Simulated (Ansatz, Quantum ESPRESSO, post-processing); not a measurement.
# Ballistic transmission: Pb chain with one bond drawn out by 0.6 Å, part 4 of 4

Aim: the zero-bias transmission with pwcond for this junction: Pb chain with one bond drawn out by 0.6 Å.

Quantum ESPRESSO 7.5; plane-wave DFT, LDA, GBRV ultrasoft pseudopotentials; cross-check by Ansatz 0.2.0 with PAW datasets.

So far. Step 2 (Ground state): The run needed 12 iterations to bring the estimated error under 1e-07 Ry; the largest force on any atom, held or free, is 0.26 eV/Å. Step 3 (The open system): At no point does T exceed the number of channels. That doesn't clear the run: at some energies its lead has fewer channels than the second code's.

**5. Cross-check with Ansatz**

A second code with its own PAW datasets, on the same atoms.

Level of this step: plane-wave DFT, LDA, Ansatz PAW (Ansatz 0.2.0).

input.yaml reads:

```yaml
crystal:
  lattice:
    - [7.5, 0.0, 0.0]
    - [0.0, 7.5, 0.0]
    - [0.0, 0.0, 29.6]
  atoms:
    - { symbol: Pb, position: [0.5, 0.5, 0.0] }
    - { symbol: Pb, position: [0.5, 0.5, 0.097972973] }
    - { symbol: Pb, position: [0.5, 0.5, 0.1959459459] }
    - { symbol: Pb, position: [0.5, 0.5, 0.2939189189] }
    - { symbol: Pb, position: [0.5, 0.5, 0.3918918919] }
    - { symbol: Pb, position: [0.5, 0.5, 0.5101351351] }
    - { symbol: Pb, position: [0.5, 0.5, 0.6081081081] }
    - { symbol: Pb, position: [0.5, 0.5, 0.7060810811] }
    - { symbol: Pb, position: [0.5, 0.5, 0.8040540541] }
    - { symbol: Pb, position: [0.5, 0.5, 0.902027027] }
kpoints:
  mp_grid: { grid: [1, 1, 4] }
hamiltonian:
  xc: lda
scf:
  occupations: { method: fermi_dirac, width: 0.1 }
  convergence: { dr2_threshold: 1.0e-08 }
output:
  transmission:
    leads: [[0, 1]]
    e_range: [-2.0, 2.0]
    de: 0.05
    kmesh: [1, 1]
    reduced_basis: true
  write_potential: true
  write_density: true
  volumetric_format: npy
```

Run with:

```bash
> ansatz run input.yaml --threads 4 --pin off --max-ram 8192MiB --backend cpu --events-out ev --progress --plain --runs-dir out
```

Numbers of over 12 decimals in the logs are rounded to 6 here.

What it wrote:

```text
Engine: ansatz 0.2.0, aarch64-unknown-linux-gnu
Pseudopotentials: kind: paw
Pseudopotential: Pb, paw, valence charge 14, recommended cutoff 420 eV (normal), Pb.paw.azcp
Functional definition: SPW92
  exchange = slater_x
  correlation = pw_c
Crystal: 10 atoms, lattice volume = 1665.000 Å³
Basis set: ecut = 420 eV, 32579 PW (Γ)
Bands: 84, of which v1, the nominal top of the filled ones, is band 70 counted from 1 (69 counted from 0)
Symmetry: 16 space group operations
Space group: P4/mmm (ITA 123), of the structure as read, at distance tolerance 1.2e-4 Å
k-points: 3 of 4
Non-local potential: Pb, projectors of the file, l = 0: 2, l = 1: 2, l = 2: 2, l = 3: 2
PAW form: soft (Blöchl's): semilocal exchange-correlation on the pseudo side does not see the compensation charge
PAW frozen core: Pb, regenerated for the run's functional, and the local potential with it (the file was generated under x = pbe(κ = 0.804, μ = 0.219515), c = pbe(β = 0.066725))
PAW one-centre angular grid: Pb, 590 points (default); XC on 64 Gauss nodes
Initial density: superposition of atomic densities (neutral atoms: chi_scale 0, normalization atom), corrected by the library's trained network
Initial wavefunctions: pseudopotential atomic-orbital guess
Functional: x = slater, c = lda
SCF iter   1: F=—  HF=-116006.650803 eV  |F-HF|=—  |Δ(HF+E_count)|=         —  Δρ=2.57e-3  dr2=4.28e-1  ethr=1.77e-3  ⟨swp⟩=6.7  Hψ=939  notcnv=0
preconditioner: auto → LDOS  [metal: Δε(μ)=0.104 eV  Ē_g=14.597 eV  σ=0.100 eV  W_gap=0.25  n_scr=156 (ndim 8)  ℏωp=10.8 eV  f_vac=0.621  D(μ)=13.43/eV (n_scr^D=58)  β→1.0]
SCF iter   2: F=—  HF=-116006.634750 eV  |F-HF|=—  |Δ(HF+E_count)|=   1.61e-2  Δρ=1.09e-3  dr2=3.08e-2  ethr=3.06e-4  ⟨swp⟩=3.0  Hψ=506  notcnv=0
SCF iter   3: F=—  HF=-116006.629377 eV  |F-HF|=—  |Δ(HF+E_count)|=   5.37e-3  Δρ=4.08e-4  dr2=3.47e-3  ethr=2.20e-5  ⟨swp⟩=2.0  Hψ=465  notcnv=0
SCF iter   4: F=—  HF=-116006.628820 eV  |F-HF|=—  |Δ(HF+E_count)|=   5.56e-4  Δρ=8.80e-5  dr2=2.94e-4  ethr=2.48e-6  ⟨swp⟩=2.0  Hψ=402  notcnv=0
SCF iter   5: F=—  HF=-116006.628800 eV  |F-HF|=—  |Δ(HF+E_count)|=   2.04e-5  Δρ=3.16e-5  dr2=3.47e-5  ethr=2.10e-7  ⟨swp⟩=2.0  Hψ=463  notcnv=0
SCF iter   6: F=—  HF=-116006.628805 eV  |F-HF|=—  |Δ(HF+E_count)|=   4.57e-6  Δρ=1.33e-5  dr2=9.37e-6  ethr=2.48e-8  ⟨swp⟩=2.0  Hψ=475  notcnv=0
SCF iter   7: F=—  HF=-116006.628121 eV  |F-HF|=—  |Δ(HF+E_count)|=   6.83e-4  Δρ=3.03e-6  dr2=2.74e-7  ethr=6.69e-9  ⟨swp⟩=2.0  Hψ=449  notcnv=0
SCF iter   8: F=—  HF=-116006.628121 eV  |F-HF|=—  |Δ(HF+E_count)|=   9.47e-8  Δρ=1.03e-6  dr2=2.54e-8  ethr=1.96e-10  ⟨swp⟩=3.0  Hψ=539  notcnv=0
SCF iter   9: F=-116006.628121 eV  HF=-116006.628121 eV  |F-HF|=3.54e-9  |Δ(HF+E_count)|=  4.66e-10  Δρ=4.41e-7  dr2=5.24e-9  ethr=7.14e-12  ⟨swp⟩=5.3  Hψ=834  notcnv=0
SCF 1 converged in 9 iterations: F = -116006.628121 eV  dr2 = 5.24e-9
  greatest PAW one-centre occupation: 0.980 electrons in one spin orbital (limit 2), on the Pb atom at site 5 (counted from 0), in its partial waves of l = 2
transmission: 37 of 222 steps passed
transmission: 74 of 222 steps passed
[...]
transmission: 222 of 222 steps passed
WARN: The output density's exchange-correlation potential varies sharply where the density is thin. Do not read a vacuum level from v_tot or v_xc, or from such a field of the output density. On a cell that repeats whose density bears no net charge and no dipole along the vacuum's axis use v_es (v_loc + v_h of the components); under efield.dipole_correction with no amplitude use v_es + v_field, which holds any externa [...]
SCF converged after 9 iterations
Free energy (F): -116006.628121 eV
Harris-Foulkes:  -116006.628121 eV  (|F-HF|=3.54e-9)
Internal energy: -116006.176788 eV  (E = F + TS)
E sigma→0 (E₀):  -116006.402455 eV
Entropy (-TS):   -0.451334 eV (-45.133 meV/atom)
Fermi energy:    -1.578373 eV
--- Per-component energies (eV) ---
  E_band       = -2079.936971
  E_kinetic    = 2888.914586
  E_local      = -25280.834035  (includes V_loc(G=0)·N_el)
  E_nonlocal   = 3536.782035
  E_hartree    = 10729.872497
  E_xc         = -2171.483205
  E_vxc        = -1309.668812  (∫ρ·V_xc dr)
  E_paw        = -101030.287840  (= ΣΔE_a)
  E_vpaw       = -3374.875646  (= ΣTr[D̂ρ^β])
  E_aug_tail   = 0.000458  (compensation charges beyond the density's cutoff)
  E_ewald      = -4678.364147
  E_core_change = -0.777136  (= ΣΔE_core)
  E_smearing   = -0.451334  (= −TS)
  E_closure    = -0.000000  (closes the sum)
  Σ components = -116006.628121   (vs F -116006.628121, Δ=0.00e0)
--- Band table (eV) ---
  k-point 0: bands = [... 66 lower, -2.0762, -1.9734, -1.9734, -1.4987, -1.4987, -1.3820, -1.3820, -0.6465, ... 10 higher]
  k-point 1: bands = [... 66 lower, -1.9973, -1.9070, -1.9070, -1.6185, -1.6185, -1.2463, -1.2463, -0.7894, ... 10 higher]
  k-point 2: bands = [... 66 lower, -1.8209, -1.8209, -1.7274, -1.7274, -1.5066, -1.2500, -1.1130, -1.1130, ... 10 higher]
--- Transmission ---
  basis      : 497 plane waves across, 37 finite elements along
  points     : 1, standing for a mesh of 1 x 1
  energies   : 81 from -2.000000 to 2.000000 eV about the Fermi level, 0.050000 eV apart; the leads are filled to 0.000000 eV, and channels, transmission and decay are at 0.000000 eV
  crystal 0  : Pb1, at the sites [0, 1], period 2.9000 Å, over 29.00 Å; its Hamiltonian steps by up to 14.9 meV
    offset         : up to 0.0000 Å between an atom of the period and one for which it stands
    channels       : 3.000000e0 a spin
    conductance    : none, the energies end too early or step too widely for 300 K: set another output.transmission.e_range or a lower de, or, where they end at an eighth of basis.ecutwfc, a higher one
  junction   : crystal 0 to crystal 0, -1.45 to 25.25 Å
    transmission   : 2.500005e0 a spin
    error estimate : 3.700705e-5 a spin from the reduction of the transverse basis, at the most 1.819056e-4 at -0.600000 eV
    conductance    : none, the energies end too early or step too widely for 300 K: set another output.transmission.e_range or a lower de, or, where they end at an eighth of basis.ecutwfc, a higher one
```

It took 30 s on 4 threads of Arm Neoverse V2, shared host; peak memory 2.3 GiB.

Read from the output:

* free energy: -116006.6281 eV
* energy at zero smearing: -116006.4025 eV
* smearing term TS: 0.4513 eV
* Fermi energy: -1.578 eV
* symmetry operations: 16
* transmission at the Fermi level, one spin: 2.500
* step of the lead's Hamiltonian over a period: 14.9 meV

Per spin. Table of transmission by energy, zero at the Fermi level:

energy (eV), transmission and a bar from the least value:
```
    -2.00       0.73 
    -1.90       0.76 #
    -1.80       0.78 #
    -1.70       0.80 #
    -1.55       0.82 ##
    -1.45       0.83 ##
    -1.35       0.84 ##
    -1.25       0.85 ##
    -1.15       0.85 ##
    -1.05       0.86 ##
    -0.90       0.87 ##
    -0.80       0.88 ###
    -0.70       0.91 ###
    -0.60       1.41 ############
    -0.50       1.76 #################
    -0.40       2.06 #######################
    -0.25       2.36 ############################
    -0.15       2.46 #############################
    -0.05       2.50 ##############################
     0.00       2.50 ##############################
     0.05       2.49 ##############################
     0.15       2.45 #############################
     0.25       2.40 ############################
     0.40       2.31 ###########################
     0.50       2.26 ##########################
     0.60       2.21 #########################
     0.70       2.18 #########################
     0.80       2.15 ########################
     0.90       2.12 ########################
     1.05       2.10 #######################
     1.15       2.10 #######################
     1.25       2.09 #######################
     1.35       2.09 #######################
     1.45       2.09 #######################
     1.55       2.09 #######################
     1.70       2.09 #######################
     1.80       2.09 #######################
     1.90       2.09 #######################
     2.00       2.08 #######################
```

Per spin. Open channels against energy, zero at the Fermi level:

energy (eV), open channels and a bar from the least value:
```
   -2.000       1.00 
   -1.800       1.00 
   -1.600       1.00 
   -1.400       1.00 
   -1.200       1.00 
   -1.000       1.00 
   -0.800       1.00 
   -0.600       3.00 ##############################
   -0.400       3.00 ##############################
   -0.200       3.00 ##############################
    0.000       3.00 ##############################
    0.200       3.00 ##############################
    0.400       3.00 ##############################
    0.600       3.00 ##############################
    0.800       3.00 ##############################
    1.000       3.00 ##############################
    1.200       3.00 ##############################
    1.400       3.00 ##############################
    1.600       3.00 ##############################
    1.800       3.00 ##############################
    2.000       3.00 ##############################
```

Ansatz finds T = 2.50 against pwcond's 2.52.

**6. All levels side by side**

All levels:

```csv
step,T at the Fermi level (per spin),conductance (G0),r.m.s. T(E) from the first,CPU time of the step (s),peak memory (GiB)
Ansatz,2.5,-,0,112.8,2.301
pwcond,2.517,2.517,0.2137,556,0.42
"pwcond, changed setting",2.523,2.523,0.07632,264.9,0.39
```

Per spin. Transmission against energy, zero at the Fermi level:

```csv
energy (eV),Ansatz,pwcond,"pwcond, changed setting"
-2.00,0.726,0.654,0.652
-1.90,0.756,0.714,0.713
-1.70,0.796,0.778,0.778
-1.60,0.810,0.796,0.796
-1.40,0.833,0.821,0.820
-1.30,0.842,0.830,0.830
-1.20,0.850,0.838,0.838
-1.00,0.865,0.854,0.854
-0.90,0.871,0.861,0.861
-0.80,0.877,0.868,0.868
-0.60,1.41,1.16,1.10
-0.50,1.76,1.57,1.54
-0.30,2.28,2.23,2.19
-0.20,2.42,2.47,2.46
-0.10,2.49,2.54,2.54
0.00,2.5,2.52,2.52
0.10,2.48,2.46,2.47
0.20,2.43,2.41,2.42
0.30,2.37,2.38,2.38
0.50,2.26,2.31,2.32
0.60,2.21,0.910,2.19
0.80,2.15,2.20,2.21
0.90,2.12,2.16,2.17
1.00,2.11,2.13,2.14
1.20,2.09,2.09,2.09
1.30,2.09,2.07,2.07
1.40,2.09,2.06,2.06
1.60,2.09,2.05,2.05
1.70,2.09,2.05,2.05
1.90,2.09,2.06,2.06
2.00,2.08,2.07,2.07
```

**7. The arithmetic**

G = 2.52 × 77.48 µS = 195 µS a cell, a resistance of 5.13 kΩ.

**8. Results**

```yaml
conductance_from_t_at_the_fermi_level_a_cell: 2.52 G₀
lead_channels_per_spin: 3.00
the_same_conductance_by_ansatz: 2.50 G₀
```

In words: The junction conducts 2.52 G₀ a cell at the Fermi level (LDA, GBRV ultrasoft). At the Fermi level the junction passes 84 % of what the leads offer. At the Fermi level pwcond and Ansatz differ by 0.68 %, a close match. Over -2 to 2 eV, T lies between 0.65 and 2.5 per spin. pwcond's lead, cut out of the junction cell, has fewer channels than Ansatz's near 0.6 eV, so its T is in doubt there. The geometry is as built, not relaxed, and the leads are short. Spin-orbit coupling is left out; depending on the atoms that carry the levels of interest, it can split and shift them by tenths of an eV to an eV or more.

[Logs are printed without paths, hosts, clocks, repeated set-up lines and the standing remarks that a program may print on its own settings, such as how far it seeks lower states.]

[Hosts, paths, dates, database ids (printed as entryN), source tags and the programs' standing remarks are cut or masked in the printed files.]

[Maps of the electrostatic potential energy from Ansatz leave out the sawtooth potential of an applied field or a dipole correction, so their vacuum need not be flat; planar profiles and work functions include it.]
